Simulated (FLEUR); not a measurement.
# CrO2: magnetism against the ratio c/a, part 2 of 2

Wanted: the trend of the moments of CrO2 with the ratio c/a.

FLEUR MaX-R8.1; PBE with U = 3.5 eV on Cr d; all-electron FLAPW, Dirac cores, scalar-relativistic bands.

So far, largest spin moment in the muffin-tin sphere (μB): step 2 (factor 1, start ferro ++) 2.21; step 3 (factor 1, start antiferro +-) 1.92.

## 4. Factor 1.09, start ferro ++

The farthest finished point is shown in full.

Contents of inp.xml:

```
<?xml version="1.0" encoding="UTF-8" standalone="no"?>
<fleurInput fleurInputVersion="0.39">
   <comment>
      CrO2
   </comment>
   <calculationSetup>
      <cutoffs Kmax="4.4" Gmax="13.2" GmaxXC="13.2" numbands="0"/>
      <scfLoop itmax="110" minDistance="0.0001" maxIterBroyd="15" imix="Anderson" alpha="0.05" precondParam="0.0" spinf="2.0" sdNocoIR="T"/>
      <coreElectrons ctail="T" frcor="F" kcrel="0" coretail_lmax="0"/>
      <xcFunctional name="pbe" relativisticCorrections="F"/>
      <magnetism jspins="2"/>
      <soc l_soc="F" theta="0.0" phi="0.0" spav="F"/>
      <expertModes spex="0" secvar="F"/>
      <geometryOptimization l_f="F" forcealpha="1.0" forcemix="BFGS" epsdisp="0.00001" epsforce="0.00001"/>
      <ldaU l_linMix="F" mixParam="0.05" spinf="1.0"/>
   </calculationSetup>
   <cell>
      <bzIntegration valenceElectrons="52.0" mode="hist" fermiSmearingEnergy="0.00183747">
         <kPointListSelection listName="default-1"/>
         <xi:include xmlns:xi="http://www.w3.org/2001/XInclude" href="kpts.xml"> </xi:include>
      </bzIntegration>
      <xi:include xmlns:xi="http://www.w3.org/2001/XInclude" href="sym.xml"> </xi:include>
      <bulkLattice scale="1.0">
         <bravaisMatrix>
            <row-1>    8.0021397741530134     0.0000000000000000     0.0000000000000000</row-1>
            <row-2>    0.0000000000000000     8.0021397741530134     0.0000000000000000</row-2>
            <row-3>    0.0000000000000000     0.0000000000000000     6.0084409049494383</row-3>
         </bravaisMatrix>
      </bulkLattice>
   </cell>
   <atomSpecies>
      <species name="Chromium (3.000" element="Cr" atomicNumber="24">
         <mtSphere radius="2.12" gridPoints="701" logIncrement="0.017"/>
         <atomicCutoffs lmax="8" lnonsphr="6"/>
         <electronConfig flipSpins="F">
            <coreConfig>(1s1/2) (2s1/2) (2p1/2) (2p3/2)</coreConfig>
            <valenceConfig>(3s1/2) (3p1/2) (3p3/2) (4s1/2) (3d3/2) (3d5/2)</valenceConfig>
            <stateOccupation state="(4s1/2)" spinUp="0.5" spinDown="0.5"/>
            <stateOccupation state="(3d3/2)" spinUp="1.0" spinDown="1.0"/>
            <stateOccupation state="(3d5/2)" spinUp="3.0" spinDown="0.0"/>
         </electronConfig>
         <energyParameters s="4" p="4" d="3" f="4"/>
         <ldaU l="2" U="3.5" J="0.0" l_amf="F"/>
         <lo type="SCLO" l="0" n="3" eDeriv="0"/>
         <lo type="SCLO" l="1" n="3" eDeriv="0"/>
      </species>
      <species name="Oxygen (O)" element="O" atomicNumber="8">
         <mtSphere radius="1.2" gridPoints="397" logIncrement="0.026"/>
         <atomicCutoffs lmax="6" lnonsphr="4"/>
         <electronConfig flipSpins="F">
            <coreConfig>(1s1/2)</coreConfig>
            <valenceConfig>(2s1/2) (2p1/2) (2p3/2)</valenceConfig>
            <stateOccupation state="(2p1/2)" spinUp="0.666667" spinDown="0.666667"/>
            <stateOccupation state="(2p3/2)" spinUp="1.333333" spinDown="1.333333"/>
         </electronConfig>
         <energyParameters s="2" p="2" d="3" f="4"/>
      </species>
   </atomSpecies>
   <atomGroups>
      <atomGroup species="Chromium (3.000">
         <relPos label="                   1">.0000000000 .0000000000 .0000000000</relPos>
         <relPos label="                   2">1.000/2.000 1.000/2.000 1.000/2.000</relPos>
         <force calculate="T" relaxXYZ="TTT"/>
      </atomGroup>
      <atomGroup species="Oxygen (O)">
         <relPos label="                   3">.3010000000 .3010000000 .0000000000</relPos>
         <relPos label="                   4">.1990000000 -.1990000000 1.000/2.000</relPos>
         <relPos label="                   5">-.3010000000 -.3010000000 .0000000000</relPos>
         <relPos label="                   6">-.1990000000 .1990000000 1.000/2.000</relPos>
         <force calculate="T" relaxXYZ="TTT"/>
      </atomGroup>
   </atomGroups>
   <output dos="F" band="F" slice="F">
      <bandDOS minEnergy="-.5*Htr" maxEnergy="0.5*Htr" sigma="0.015" storeEVData="T"/>
      <plotting iplot="0" polar="F">
         <plot TwoD="T" vec1="  1.0  0.0  0.0" vec2="  0.0  1.0  0.0" vec3="  0.0  0.0  1.0" zero="  0.0  0.0  0.0" file="plot"/>
      </plotting>
      <moessbauerParams electricFieldGradient="F" isomerShift="F" coreHyperfine="F" valenceHyperfine="F"/>
   </output>
</fleurInput>
```

Contents of crystal.txt:

```
CrO2
&input film=F cartesian=F /
4.23455000700  0.00000000000  0.00000000000
0.00000000000  4.23455000700  0.00000000000
0.00000000000  0.00000000000  3.17953000000
1.8897261246
1.0 1.0 1.0

6
24 0.00000000000  0.00000000000  0.00000000000 : 3.000
24 0.50000000000  0.50000000000  0.50000000000 : 3.000
8 0.30100000000  0.30100000000  0.00000000000
8 0.19900000000  0.80100000000  0.50000000000
8 0.69900000000  0.69900000000  0.00000000000
8 0.80100000000  0.19900000000  0.50000000000

&kpt div1=8 div2=8 div3=8 gamma=T /
```

Launch:

```bash
> OMP_NUM_THREADS=1 inpgen -f crystal.txt > inpgen.log  # inp.xml is then edited as shown
> OMP_NUM_THREADS=1 mpirun -n 4 fleur_MPI > fleur.log
```

Output:

```text
[banner, memory and clock lines left out]
Welcome to FLEUR        (www.flapw.de)
      MaX-Release 8.1          (www.max-centre.eu)

 ========== k-point set info ==========
 Selected k-point list: default-1
 k-point list type: mesh
 0 x 0 x 0
 Number of k points: 76

 [... set-up left out ...]
 no density matrix found ... skipping LDA+U
 Reset of history
 Iteration:     1   Distance:      50.74504355 me/bohr^3
 Iteration:     2   Distance:      45.86169489 me/bohr^3
 Iteration:     3   Distance:      39.07694733 me/bohr^3
 Iteration:     4   Distance:      17.98515319 me/bohr^3
[...]
[... left out ...]
            <freeEnergy value="-2402.5228153898"/>
            <extrapolationTo0K value="-2402.5227536808"/>
         </totalEnergy>
         [... left out ...]
         <ldaUDensityMatrixConvergence>
            <distance spin="1" distance="0.000004"/>
            <distance spin="2" distance="0.000002"/>
         </ldaUDensityMatrixConvergence>
         <densityConvergence units="me/bohr^3">
            <chargeDensity spin="1" distance="0.0000637886"/>
            <chargeDensity spin="2" distance="0.0000511006"/>
            <overallChargeDensity distance="0.0000991522"/>
            <spinDensity distance="0.0000594083"/>
         </densityConvergence>
      </iteration>
```

Elapsed: 100 s, on 4 MPI ranks of Arm Neoverse V2, shared host; peak memory 0.27 GiB.

Spin moment in the muffin-tin sphere by atom:

| atom | spin moment in the muffin-tin sphere (μB) |
| --- | --- |
| Cr1 | 2.19 |
| Cr2 | 2.19 |
| O3 | -0.11 |
| O4 | -0.11 |
| O5 | -0.11 |
| O6 | -0.11 |

This step gave:

```yaml
free_energy: -65375.9763 eV
program_s_band_gap_on_this_mesh_in_a_metal_only_a_level_spacing: 0.006143 eV
magnetization: 4 μB
final_state: ferromagnetic, with opposed induced moments
```

After 25 cycles the largest moment stands at 2.19 μB.

## 5. Factor 1.09, start antiferro +-

inp.xml, as its differences from that of step 4:

```diff
@@ -46,2 +46,17 @@
       </species>
+      <species name="Chromium (-3.000" element="Cr" atomicNumber="24">
+         <mtSphere radius="2.12" gridPoints="701" logIncrement="0.017"/>
+         <atomicCutoffs lmax="8" lnonsphr="6"/>
+         <electronConfig flipSpins="F">
+            <coreConfig>(1s1/2) (2s1/2) (2p1/2) (2p3/2)</coreConfig>
+            <valenceConfig>(3s1/2) (3p1/2) (3p3/2) (4s1/2) (3d3/2) (3d5/2)</valenceConfig>
+            <stateOccupation state="(4s1/2)" spinUp="0.5" spinDown="0.5"/>
+            <stateOccupation state="(3d3/2)" spinUp="1.0" spinDown="1.0"/>
+            <stateOccupation state="(3d5/2)" spinUp="0.0" spinDown="3.0"/>
+         </electronConfig>
+         <energyParameters s="4" p="4" d="3" f="4"/>
+         <ldaU l="2" U="3.5" J="0.0" l_amf="F"/>
+         <lo type="SCLO" l="0" n="3" eDeriv="0"/>
+         <lo type="SCLO" l="1" n="3" eDeriv="0"/>
+      </species>
       <species name="Oxygen (O)" element="O" atomicNumber="8">
@@ -61,2 +76,5 @@
          <relPos label="                   1">.0000000000 .0000000000 .0000000000</relPos>
+         <force calculate="T" relaxXYZ="TTT"/>
+      </atomGroup>
+      <atomGroup species="Chromium (-3.000">
          <relPos label="                   2">1.000/2.000 1.000/2.000 1.000/2.000</relPos>
@@ -66,4 +84,7 @@
          <relPos label="                   3">.3010000000 .3010000000 .0000000000</relPos>
+         <relPos label="                   5">-.3010000000 -.3010000000 .0000000000</relPos>
+         <force calculate="T" relaxXYZ="TTT"/>
+      </atomGroup>
+      <atomGroup species="Oxygen (O)">
          <relPos label="                   4">.1990000000 -.1990000000 1.000/2.000</relPos>
-         <relPos label="                   5">-.3010000000 -.3010000000 .0000000000</relPos>
          <relPos label="                   6">-.1990000000 .1990000000 1.000/2.000</relPos>
```

crystal.txt, as its differences from that of step 4:

```diff
@@ -10,3 +10,3 @@
 24 0.00000000000  0.00000000000  0.00000000000 : 3.000
-24 0.50000000000  0.50000000000  0.50000000000 : 3.000
+24 0.50000000000  0.50000000000  0.50000000000 : -3.000
 8 0.30100000000  0.30100000000  0.00000000000
```

Output:

```text
[banner, memory and clock lines left out]
Welcome to FLEUR        (www.flapw.de)
      MaX-Release 8.1          (www.max-centre.eu)

 ========== k-point set info ==========
 Selected k-point list: default-1
 k-point list type: mesh
 0 x 0 x 0
 Number of k points: 108

 [... set-up left out ...]
 no density matrix found ... skipping LDA+U
 Reset of history
 Iteration:     1   Distance:      51.22581004 me/bohr^3
 Iteration:     2   Distance:      46.93636614 me/bohr^3
 Iteration:     3   Distance:      40.20578194 me/bohr^3
[...]
[... left out ...]
            <freeEnergy value="-2402.5133481564"/>
            <extrapolationTo0K value="-2402.5133463513"/>
         </totalEnergy>
         [... left out ...]
         <ldaUDensityMatrixConvergence>
            <distance spin="1" distance="0.000008"/>
            <distance spin="2" distance="0.000008"/>
         </ldaUDensityMatrixConvergence>
         <densityConvergence units="me/bohr^3">
            <chargeDensity spin="1" distance="0.0000548565"/>
            <chargeDensity spin="2" distance="0.0000537045"/>
            <overallChargeDensity distance="0.0000942211"/>
            <spinDensity distance="0.0000539370"/>
         </densityConvergence>
      </iteration>
```

It took 2.8 min on 4 MPI ranks; peak memory 0.33 GiB.

Numbers from this step:

```yaml
free_energy: -65375.7187 eV
program_s_band_gap_on_this_mesh_in_a_metal_only_a_level_spacing: 0.4856 eV
magnetization: 0 μB
final_state: antiferromagnetic
largest_moment: 1.955 μB
```

After 28 cycles the largest moment stands at 1.96 μB.

## 6. All points

In all 12 runs were made at the factors 0.94, 0.97, 1, 1.03, 1.06 and 1.09, of which 12 converged. The tables hold the factors at which the parallel start converged, and CPU times count converged runs alone. Differences are of free energies.

Final states:

| factor on c at fixed volume | ferro ++ | antiferro +- | CPU time (s) |
| --- | --- | --- | --- |
| 0.94 | ferromagnetic, with opposed induced moments | antiferromagnetic | 1514 |
| 0.97 | ferromagnetic, with opposed induced moments | antiferromagnetic | 1319 |
| 1 | ferromagnetic, with opposed induced moments | antiferromagnetic | 1487 |
| 1.03 | ferromagnetic, with opposed induced moments | antiferromagnetic | 1095 |
| 1.06 | ferromagnetic, with opposed induced moments | antiferromagnetic | 1119 |
| 1.09 | ferromagnetic, with opposed induced moments | antiferromagnetic | 1075 |

The energy over the lowest point, ferro ++ by factor on c at fixed volume:

| factor on c at fixed volume | energy over the lowest point, ferro ++ (meV a primitive cell) |
| --- | --- |
| 0.9400 | 365 |
| 0.9700 | 106 |
| 1.0000 | 0 |
| 1.0300 | 37.4 |
| 1.0600 | 193 |
| 1.0900 | 465 |

Table of largest sphere moment by factor on c at fixed volume:

| factor on c at fixed volume | ferro ++ (μB) | antiferro +- (μB) |
| --- | --- | --- |
| 0.9400 | 2.21 | 1.91 |
| 0.9700 | 2.21 | 1.91 |
| 1.0000 | 2.21 | 1.92 |
| 1.0300 | 2.21 | 1.93 |
| 1.0600 | 2.20 | 1.94 |
| 1.0900 | 2.19 | 1.96 |

The net moment, ferro ++ stays at 4 μB a primitive cell for factor on c at fixed volume from 0.94 to 1.09.

Energy less that of the parallel start, antiferro +- against factor on c at fixed volume:

| factor on c at fixed volume | energy less that of the parallel start, antiferro +- (meV a seeded atom) |
| --- | --- |
| 0.9400 | 173 |
| 0.9700 | 172 |
| 1.0000 | 166 |
| 1.0300 | 154 |
| 1.0600 | 140 |
| 1.0900 | 129 |

## 7. Results

```
largest moment, parallel start             : 2.21 μB at 0.94, 2.19 μB at 1.09
net moment, parallel start                 : 4 to 4 μB a primitive cell
start antiferro +- less the parallel start : +173.2 meV at 0.94, +128.8 meV at 1.09, a seeded atom
```

What this shows: The largest moment of the parallel start goes from 2.21 μB at 0.94 to 2.19 μB at 1.09. Its energy is least at 1 of the points run. The start antiferro +- lies over the parallel start at every point where both finished. The opposed order is one of several, taken for its small cell; another can lie lower, so the scan does not name the ground state. Atoms were not relaxed at any point.

[Logs and program files are shortened in this print: banners, set-up blocks, solver, clock and traceback lines can be left out without a mark of their own.]

[Logs are printed without paths, hosts, clocks, repeated set-up lines and the standing remarks that a program may print on its own settings, such as how far it seeks lower states.]

[Hosts, paths, dates, database ids (printed as entryN), source tags and the programs' standing remarks are cut or masked in the printed files.]

[Where a cell is said to come from a database of computed structures, the database is the Materials Project.]
